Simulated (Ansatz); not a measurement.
# Puckered PAs monolayer in a perpendicular field

Wanted: the out-of-plane response of the puckered PAs monolayer. A positive field points along +c.

Program: Ansatz 0.2.0. Level of theory: plane-wave DFT, PBE-D3(BJ), Ansatz PAW (set soft_1); PAW set soft_1. Results are calculated unless marked as measured.

### Step 1. Starting point

The cell holds 4 atoms: 2 P and 2 As. Its edges and angles: a = 4.690 Å, b = 3.500 Å, c = 35.760 Å, α = 90.0°, β = 90.0°, γ = 90.0°. Vacuum lies along c.

### Step 2. Relaxation

The starting cell is a guess, so the in-plane lattice and the atoms are relaxed first, with the slab cut off from its images along the normal.

The input, input.yaml:

```yaml
crystal:
  lattice:
    - [4.69, 0.0, 0.0]
    - [0.0, 3.5, 0.0]
    - [0.0, 0.0, 35.7600000002]
  atoms:
    - { symbol: P, position: [0.09, 0.0, 0.4670022371] }
    - { symbol: As, position: [0.41, 0.5, 0.4697986577] }
    - { symbol: As, position: [0.91, 0.0, 0.5302013423] }
    - { symbol: P, position: [0.59, 0.5, 0.5329977629] }
  periodic: [true, true, false]
kpoints:
  mp_grid: { grid: [8, 10, 1] }
hamiltonian:
  xc: pbe
  dispersion: d3bj
  pseudopotentials: { kind: paw, azcp: { folder: soft_1 } }
scf:
  occupations: { method: fermi_dirac, width: 0.05 }
  convergence: { dr2_threshold: 1.0e-09 }
relax:
  f_tol: 0.004
  max_steps: 90
  cell: {}
output:
  write_potential: true
  write_density: true
  volumetric_format: npy
```

The run is started by

```console
ansatz run input.yaml --threads 2 --pin off --max-ram 3072MiB --backend cpu --events-out ev --progress --plain --runs-dir out
```

Numbers of over 12 decimals in the logs are rounded to 6 here.

What it wrote:

```text
Warning: relax.cell: scf.convergence.dr2_threshold = 1e-9 eV is looser than the 2.61832196871e-10 eV advised for a relaxation that steers and ends on the stress (1e-10 eV for each atom of the cell: 4, times the square of relax.cell.stress_2d_tol = 0.05 N/m over 12.4 Å (the atoms' height at the walk's start and 5 Å past either face), 4.045e-2 GPa, over a crystal's default 0.05). What an SCF threshold leaves in a stress goes as its square root, and in the free energy as the threshold itself, and one threshold admits the most on a small cell: [figures from the program's tests cut] Set scf.convergence.dr2_threshold to 2.61832196871e-10 eV or tighter. [rest of the remark cut]
Engine: ansatz 0.2.0, aarch64-unknown-linux-gnu
Pseudopotentials: kind: paw
Pseudopotential: P, paw, valence charge 5, recommended cutoff 420 eV (normal), soft_1/P.paw.azcp
Pseudopotential: As, paw, valence charge 15, recommended cutoff 420 eV (normal), soft_1/As.paw.azcp
Functional definition: PBE
  parameter kappa = 0.804
  parameter beta = 0.066725
  exchange = pbe_x(kappa = kappa, mu = beta*pi^2/3)
  correlation = pbe_c(beta = beta)
Crystal: 4 atoms, lattice volume = 587.000 Å³
Basis set: ecut = 420 eV, 11447 PW (Γ), exchange–correlation on 64×48×480 points (8 copies of the dense FFT grid, shifted against one another)
Bands: 24, of which v1, the nominal top of the filled ones, is band 20 counted from 1 (19 counted from 0)
Symmetry: 4 space group operations
Space group: Pmn21 (ITA 31), of the structure as read, at distance tolerance 8.4e-5 Å
k-points: 30 of 80 (time reversal used)
Non-local potential: P, projectors of the file, l = 0: 2, l = 1: 2, l = 2: 1
Non-local potential: As, projectors of the file, l = 0: 2, l = 1: 2, l = 2: 3, l = 3: 1
PAW form: soft (Blöchl's): semilocal exchange-correlation on the pseudo side does not see the compensation charge
PAW one-centre angular grid: P, 110 points (default); XC on 64 Gauss nodes
PAW one-centre angular grid: As, 590 points (default); XC on 64 Gauss nodes
Initial density: superposition of atomic densities (neutral atoms: chi_scale 0, normalization atom)
Initial wavefunctions: pseudopotential atomic-orbital guess
Functional: x = pbe(κ = 0.804, μ = 0.219515), c = pbe(β = 0.066725)
iter 1 solved again at ethr=2.32e-3 eV; its pass at ethr=3.10e-3 eV (dr2=9.28e-1 eV) is discarded
SCF iter   1: F=—  HF=-11224.372960 eV  |F-HF|=—  |Δ(HF+E_count)|=         —  Δρ=1.33e-2  dr2=9.01e-1  ethr=2.32e-3  ⟨swp⟩=1.0  Hψ=5827  notcnv=0
preconditioner: auto → Resta (q_TF=auto, 1.744 Å⁻¹)  ε∞=1.6  [insulator: Δε(μ)=0.913 eV  Ē_g=8.626 eV  σ=0.050 eV  W_gap=1.00  n_scr=44 (ndim 8)  ℏωp=6.9 eV  f_vac=0.805  D(μ)=0.00/eV (n_scr^D=0)  ε∞_Penn≈1.6  vacuum switching on, ρ_ref=5.4e-3 e/Å³]
SCF iter   2: F=—  HF=-11224.211569 eV  |F-HF|=—  |Δ(HF+E_count)|=   1.61e-1  Δρ=6.49e-3  dr2=1.79e-1  ethr=2.25e-3  ⟨swp⟩=2.9  Hψ=1113  notcnv=0
SCF iter   3: F=—  HF=-11224.196246 eV  |F-HF|=—  |Δ(HF+E_count)|=   1.53e-2  Δρ=2.28e-3  dr2=4.58e-2  ethr=4.46e-4  ⟨swp⟩=3.5  Hψ=1449  notcnv=0
SCF iter   4: F=—  HF=-11224.185736 eV  |F-HF|=—  |Δ(HF+E_count)|=   1.05e-2  Δρ=3.64e-4  dr2=4.39e-4  ethr=1.14e-4  ⟨swp⟩=2.5  Hψ=1112  notcnv=0
SCF iter   5: F=—  HF=-11224.186237 eV  |F-HF|=—  |Δ(HF+E_count)|=   5.01e-4  Δρ=1.14e-4  dr2=6.69e-5  ethr=1.10e-6  ⟨swp⟩=3.0  Hψ=1599  notcnv=0
SCF iter   6: F=—  HF=-11224.186301 eV  |F-HF|=—  |Δ(HF+E_count)|=   6.40e-5  Δρ=3.73e-5  dr2=1.41e-5  ethr=1.67e-7  ⟨swp⟩=2.9  Hψ=1471  notcnv=0
SCF iter   7: F=—  HF=-11224.186293 eV  |F-HF|=—  |Δ(HF+E_count)|=   7.71e-6  Δρ=9.65e-6  dr2=8.15e-7  ethr=3.51e-8  ⟨swp⟩=2.9  Hψ=1497  notcnv=0
SCF iter   8: F=—  HF=-11224.186319 eV  |F-HF|=—  |Δ(HF+E_count)|=   2.55e-5  Δρ=3.55e-6  dr2=1.62e-7  ethr=2.04e-9  ⟨swp⟩=3.0  Hψ=1536  notcnv=0
SCF iter   9: F=—  HF=-11224.186319 eV  |F-HF|=—  |Δ(HF+E_count)|=   8.04e-8  Δρ=7.04e-7  dr2=2.46e-9  ethr=4.06e-10  ⟨swp⟩=2.9  Hψ=1509  notcnv=0
SCF iter  10: F=-11224.186319 eV  HF=-11224.186319 eV  |F-HF|=4.06e-10  |Δ(HF+E_count)|=   1.70e-9  Δρ=1.62e-7  dr2=2.71e-10  ethr=2.50e-12  ⟨swp⟩=13.1  Hψ=5850  notcnv=0
SCF 1 converged in 10 iterations: F = -11224.186319 eV  dr2 = 2.71e-10
  greatest PAW one-centre occupation: 0.999 electrons in one spin orbital (limit 2), on the As atom at site 1 (counted from 0), in its partial waves of l = 2
relax step   1: F+E_penalty+E_count = -11224.18631880 eV  Δ(F+E_penalty+E_count) = +0.000e0 eV  max|allowed force component| = 1.039e0 eV/Å  Δτ_max = 0.0000 Å  P = +0.963 N/m  Ω = 587.000 Å³  fix = [c, alpha, beta]  reactions: c +0.000 N/m  (10 SCF iters, accepted)
Crystal: 4 atoms, lattice volume = 566.890 Å³
Basis set: ecut = 420 eV, 11127 PW (Γ), exchange–correlation on 64×48×480 points (8 copies of the dense FFT grid, shifted against one another)
Initial density: handed on by an earlier stage of this run
Initial wavefunctions: those handed on with the density
iter 1 solved again at ethr=5.98e-5 eV; its pass at ethr=3.10e-3 eV (dr2=2.39e-2 eV) is discarded
SCF iter   1: F=—  HF=-11224.303843 eV  |F-HF|=—  |Δ(HF+E_count)|=         —  Δρ=2.52e-3  dr2=2.52e-2  ethr=5.98e-5  ⟨swp⟩=3.0  Hψ=5797  notcnv=0
preconditioner: auto → Resta (q_TF=auto, 1.754 Å⁻¹)  ε∞=1.7  [insulator: Δε(μ)=0.712 eV  Ē_g=8.492 eV  σ=0.050 eV  W_gap=1.00  n_scr=44 (ndim 8)  ℏωp=7.0 eV  f_vac=0.810  D(μ)=0.00/eV (n_scr^D=0)  ε∞_Penn≈1.7  vacuum switching on, ρ_ref=5.2e-3 e/Å³]
SCF iter   2: F=—  HF=-11224.299435 eV  |F-HF|=—  |Δ(HF+E_count)|=   4.41e-3  Δρ=1.24e-3  dr2=4.44e-3  ethr=5.98e-5  ⟨swp⟩=2.3  Hψ=1059  notcnv=0
SCF iter   3: F=—  HF=-11224.299891 eV  |F-HF|=—  |Δ(HF+E_count)|=   4.55e-4  Δρ=3.68e-4  dr2=7.46e-4  ethr=1.11e-5  ⟨swp⟩=2.8  Hψ=1442  notcnv=0
SCF iter   4: F=—  HF=-11224.299828 eV  |F-HF|=—  |Δ(HF+E_count)|=   6.21e-5  Δρ=1.22e-4  dr2=7.32e-5  ethr=1.86e-6  ⟨swp⟩=2.7  Hψ=1064  notcnv=0
SCF iter   5: F=—  HF=-11224.299833 eV  |F-HF|=—  |Δ(HF+E_count)|=   4.67e-6  Δρ=3.02e-5  dr2=9.97e-6  ethr=1.83e-7  ⟨swp⟩=3.1  Hψ=1535  notcnv=0
SCF iter   6: F=—  HF=-11224.299829 eV  |F-HF|=—  |Δ(HF+E_count)|=   3.85e-6  Δρ=7.78e-6  dr2=3.79e-7  ethr=2.49e-8  ⟨swp⟩=2.8  Hψ=1416  notcnv=0
SCF iter   7: F=—  HF=-11224.299857 eV  |F-HF|=—  |Δ(HF+E_count)|=   2.75e-5  Δρ=2.47e-6  dr2=3.25e-8  ethr=9.46e-10  ⟨swp⟩=3.6  Hψ=1618  notcnv=0
SCF iter   8: F=—  HF=-11224.299857 eV  |F-HF|=—  |Δ(HF+E_count)|=   9.26e-9  Δρ=6.94e-7  dr2=2.76e-9  ethr=8.12e-11  ⟨swp⟩=2.9  Hψ=1461  notcnv=0
SCF iter   9: F=-11224.299857 eV  HF=-11224.299857 eV  |F-HF|=5.84e-10  |Δ(HF+E_count)|=  7.66e-10  Δρ=2.24e-7  dr2=2.05e-10  ethr=2.50e-12  ⟨swp⟩=12.4  Hψ=5773  notcnv=0
[...]
relax step   5: F+E_penalty+E_count = -11224.33856153 eV  Δ(F+E_penalty+E_count) = -6.114e-3 eV  max|allowed force component| = 4.394e-2 eV/Å  Δτ_max = 0.0306 Å  P = -0.310 N/m  Ω = 567.980 Å³  energy of the carried Pulay correction = +3.242e-4 eV  fix = [c, alpha, beta]  reactions: c -0.000 N/m  (8 SCF iters, accepted)
relax step   6: F+E_penalty+E_count = -11224.34235301 eV  Δ(F+E_penalty+E_count) = -3.791e-3 eV  max|allowed force component| = 7.205e-2 eV/Å  Δτ_max = 0.0183 Å  P = +0.019 N/m  Ω = 558.757 Å³  energy of the carried Pulay correction = +4.853e-4 eV  fix = [c, alpha, beta]  reactions: c -0.000 N/m  (8 SCF iters, accepted)
relax step   7: F+E_penalty+E_count = -11224.34423741 eV  Δ(F+E_penalty+E_count) = -1.884e-3 eV  max|allowed force component| = 9.322e-3 eV/Å  Δτ_max = 0.0256 Å  P = -0.009 N/m  Ω = 554.860 Å³  energy of the carried Pulay correction = +5.542e-4 eV  fix = [c, alpha, beta]  reactions: c -0.000 N/m  (8 SCF iters, accepted)
relax step   8: F+E_penalty+E_count = -11224.34450483 eV  Δ(F+E_penalty+E_count) = -2.674e-4 eV  max|allowed force component| = 8.930e-3 eV/Å  Δτ_max = 0.0156 Å  P = +0.011 N/m  Ω = 552.599 Å³  energy of the carried Pulay correction = +5.943e-4 eV  fix = [c, alpha, beta]  reactions: c +0.000 N/m  (7 SCF iters, accepted)
relax step   9: F+E_penalty+E_count = -11224.34456329 eV  Δ(F+E_penalty+E_count) = -5.846e-5 eV  max|allowed force component| = 8.386e-3 eV/Å  Δτ_max = 0.0036 Å  P = -0.019 N/m  Ω = 551.814 Å³  energy of the carried Pulay correction = +6.083e-4 eV  fix = [c, alpha, beta]  reactions: c -0.000 N/m  (6 SCF iters, accepted)
relax step  10: F+E_penalty+E_count = -11224.34456480 eV  Δ(F+E_penalty+E_count) = -1.509e-6 eV  max|allowed force component| = 4.329e-3 eV/Å  Δτ_max = 0.0022 Å  P = +0.007 N/m  Ω = 552.153 Å³  energy of the carried Pulay correction = +6.023e-4 eV  fix = [c, alpha, beta]  reactions: c +0.000 N/m  (6 SCF iters, accepted)
relax step  11: F+E_penalty+E_count = -11224.34456998 eV  Δ(F+E_penalty+E_count) = -5.182e-6 eV  max|allowed force component| = 1.391e-4 eV/Å  Δτ_max = 0.0009 Å  P = -0.001 N/m  Ω = 552.119 Å³  energy of the carried Pulay correction = +6.029e-4 eV  fix = [c, alpha, beta]  reactions: c -0.000 N/m  (5 SCF iters, accepted)
Basis set: ecut = 420 eV, 10775 PW (Γ), exchange–correlation on 60×48×480 points (8 copies of the dense FFT grid, shifted against one another)
Initial wavefunctions: pseudopotential atomic-orbital guess (no wavefunctions were taken with the density)
iter 1 solved again at ethr=4.17e-6 eV; its pass at ethr=3.10e-3 eV (dr2=1.67e-3 eV) is discarded
SCF iter   1: F=—  HF=-11224.344067 eV  |F-HF|=—  |Δ(HF+E_count)|=         —  Δρ=1.70e-5  dr2=4.78e-7  ethr=4.17e-6  ⟨swp⟩=4.2  Hψ=7167  notcnv=0
eigensolver tolerance schedule: the retry pair's looser diagonalisation over-reported the residual by 3489.04 of it (diagonalisation noise at an unbounded share of the residual, at the tolerance the schedule requests for it); recorded, not acted on — ethr = c·dr2/N_el stays at c = 1.0e-1
preconditioner: auto → Resta (q_TF=auto, 1.762 Å⁻¹)  ε∞=1.7  [insulator: Δε(μ)=0.581 eV  Ē_g=8.514 eV  σ=0.050 eV  W_gap=0.99  n_scr=42 (ndim 8)  ℏωp=7.1 eV  f_vac=0.812  D(μ)=0.00/eV (n_scr^D=0)  ε∞_Penn≈1.7  vacuum switching on, ρ_ref=5.3e-3 e/Å³]
SCF iter   2: F=—  HF=-11224.344150 eV  |F-HF|=—  |Δ(HF+E_count)|=   8.33e-5  Δρ=7.96e-6  dr2=1.30e-7  ethr=1.19e-9  ⟨swp⟩=5.3  Hψ=2461  notcnv=0
SCF iter   3: F=—  HF=-11224.344158 eV  |F-HF|=—  |Δ(HF+E_count)|=   7.19e-6  Δρ=3.03e-6  dr2=7.53e-8  ethr=3.25e-10  ⟨swp⟩=2.9  Hψ=1453  notcnv=0
SCF iter   4: F=—  HF=-11224.344158 eV  |F-HF|=—  |Δ(HF+E_count)|=   8.32e-7  Δρ=1.16e-6  dr2=4.11e-9  ethr=1.88e-10  ⟨swp⟩=3.6  Hψ=1478  notcnv=0
SCF iter   5: F=-11224.344159 eV  HF=-11224.344159 eV  |F-HF|=1.88e-9  |Δ(HF+E_count)|=   3.82e-7  Δρ=1.21e-7  dr2=6.60e-11  ethr=2.50e-12  ⟨swp⟩=16.9  Hψ=6452  notcnv=0
SCF 12 converged in 5 iterations: F = -11224.344159 eV  dr2 = 6.60e-11
relax step  12: F+E_penalty+E_count = -11224.34415887 eV  Δ(F+E_penalty+E_count) = +4.111e-4 eV  max|allowed force component| = 1.906e-4 eV/Å  Δτ_max = 0.0000 Å  P = -0.004 N/m  Ω = 552.119 Å³  fix = [c, alpha, beta]  reactions: c -0.000 N/m  stress off target by 5.04e-3 N/m on what of the cell is left free  SCF on the basis re-selected at this cell (its energy is not comparable with the rows above)  (5 SCF iters)
basis re-selected at this cell: Δ(F+E_penalty+E_count) = +4.111e-4 eV, ΔP = -0.003 N/m vs the last step (what re-selecting the basis moved, of the pressure what is left beyond the Pulay correction that the steps carried, after the strain that the cell walked since its last selection, with what the two solves' SCF thresholds leave and, on support functions, any second-order correction that the steps lacked; it is no measure of the basis error at this ecutwfc). The dense FFT grid was sized anew with the basis: this SCF ran on 30×24×240 points, the steps before it on 32×24×240, so part of this shift can come from that change (see relax.cell in the input reference). [rest of the remark cut]
SCF converged after 5 iterations
Free energy (F): -11224.344159 eV
Harris-Foulkes:  -11224.344159 eV  (|F-HF|=1.88e-9)
Internal energy: -11224.344071 eV  (E = F + TS)
E sigma→0 (E₀):  -11224.344115 eV
Entropy (-TS):   -0.000088 eV (-0.022 meV/atom)
Fermi energy:    -4.131906 eV
--- Per-component energies (eV) ---
  E_band       = -1018.884173
  E_kinetic    = 328.045668
  E_local      = -74530.793334  (includes V_loc(G=0)·N_el)
  E_nonlocal   = -719.973061
  E_hartree    = 37205.607173
  E_xc         = -284.523466
  E_vxc        = -266.634141  (∫ρ·V_xc dr)
  E_paw        = -5143.587850  (= ΣΔE_a)
  E_vpaw       = -240.743454  (= ΣTr[D̂ρ^β])
  E_aug_tail   = -0.000012  (compensation charges beyond the density's cutoff)
  E_ewald      = 31921.903298
  E_disp       = -1.022485  (pairwise vdW)
  E_smearing   = -0.000088  (= −TS)
  E_closure    = -0.000000  (closes the sum)
  Σ components = -11224.344159   (vs F -11224.344159, Δ=0.00e0)
--- Forces (eV/Å), atoms counted from 1 ---
  atom   1  P     -0.00005039     0.00000000    -0.00019057
  atom   2  As     0.00004983     0.00000000    -0.00007183
  atom   3  As     0.00004983     0.00000000     0.00007183
  atom   4  P     -0.00005039     0.00000000     0.00019057
  max |Σ_I F_I| component: 1.10e-6 eV/Å
--- 2D stress c σ (N/m, compression-positive) ---
       -0.005038      -0.000000       0.000000
       -0.000000      -0.002608       0.000000
        0.000000       0.000000      -0.000000
  P = ½ c Tr σ = -0.0038 N/m
--- Band table (eV; the first three rows and the last of 30) ---
  k-point 0: bands = [... 16 lower, -7.8499, -6.4131, -6.0992, -4.7217, -3.8504, -2.8352, -1.9579, -1.1435]
  k-point 1: bands = [... 16 lower, -8.2233, -6.5027, -6.3138, -4.7883, -3.7662, -2.0732, -1.7785, -1.3327]
  k-point 2: bands = [... 16 lower, -8.4599, -6.9038, -6.1746, -5.0456, -3.4970, -2.8014, -1.2564, -0.7133]
  k-point 29: bands = [... 16 lower, -9.0382, -9.0382, -6.1641, -6.1641, -2.0525, -2.0525, 0.1315, 0.1315]
  the weakly bound empty levels are not read free of the cell's end (no_gap_told)
--- Relaxed structure (11 steps of the walk, 11 accepted, 1 SCFs on fresh bases) ---
  F+E_penalty+E_count = -11224.34415887 eV   max|allowed force component| = 1.906e-4 eV/Å   (the final SCF, on the basis selected at the relaxed cell)
  cell:  # Å, volume = 552.1185 Å³
    - [4.384336, 0, 0]
    - [0, 3.521527, 0]
    - [0, 0, 35.7600000002]
  atoms:
    - { symbol: P, position: [0.069071, 0, 0.470718] }
    - { symbol: As, position: [0.430929, 0.500000, 0.465457] }
    - { symbol: As, position: [0.930929, 0, 0.534543] }
    - { symbol: P, position: [0.569071, 0.500000, 0.529282] }
```

Elapsed: 3 min, on 2 threads of Arm Neoverse V2, shared host; peak memory 0.8 GiB; 5.8 min of CPU time.

The steps of the relaxation:

| step | energy less that of the first step (eV) | largest force component (eV/Å) | volume (Å³) |
| --- | --- | --- | --- |
| 1 | 0.0000 | 1.0390 | 587.00 |
| 2 | -0.1135 | 0.2355 | 566.89 |
| 3 | -0.1330 | 0.1227 | 570.91 |
| 4 | -0.1461 | 0.0874 | 571.56 |
| 5 | -0.1522 | 0.0439 | 567.98 |
| 6 | -0.1560 | 0.0721 | 558.76 |
| 7 | -0.1579 | 0.0093 | 554.86 |
| 8 | -0.1582 | 0.0089 | 552.60 |
| 9 | -0.1582 | 0.0084 | 551.81 |
| 10 | -0.1582 | 0.0043 | 552.15 |
| 11 | -0.1583 | 0.0001 | 552.12 |
| 12* | -0.1578 | 0.0002 | 552.12 |

Relaxation steps marked * repeat the geometry before them on a plane-wave basis chosen anew for their cell, so energy and pressure can jump there.

Forces are held to the 4 operations that the run works with; a distortion that breaks them can't arise in this run.

```csv
cell as run,before,after,change
a (Å),4.690,4.384,-6.5 %
b (Å),3.500,3.522,+0.6 %
```

The atoms that moved most (Å, along periodic axes as changes of fractional coordinates times the final cell, across vacuum about the mean position):

```
atom      dx     dy      dz  length
 As3   0.092  0.000   0.155   0.180
 As2   0.092  0.000  -0.155   0.180
  P4  -0.092  0.000  -0.133   0.161
  P1  -0.092  0.000   0.133   0.161
```

Final coordinates:

```xyz
4
Lattice="4.3843 0.0000 0.0000 0.0000 3.5215 0.0000 0.0000 0.0000 35.7600" Properties=species:S:1:pos:R:3
P     0.3028    0.0000   16.8329
As    1.8893    1.7608   16.6447
As    4.0815    0.0000   19.1153
P     2.4950    1.7608   18.9271
```

The lattice constant a goes from 4.690 to 4.384 Å.

[end of part 1 of 2]

[Logs are printed without paths, hosts, clocks, repeated set-up lines and the standing remarks that a program may print on its own settings, such as how far it seeks lower states.]

[Hosts, paths, dates, database ids (printed as entryN), source tags and the programs' standing remarks are cut or masked in the printed files.]

[Maps of the electrostatic potential energy from Ansatz leave out the sawtooth potential of an applied field or a dipole correction, so their vacuum need not be flat; planar profiles and work functions include it.]
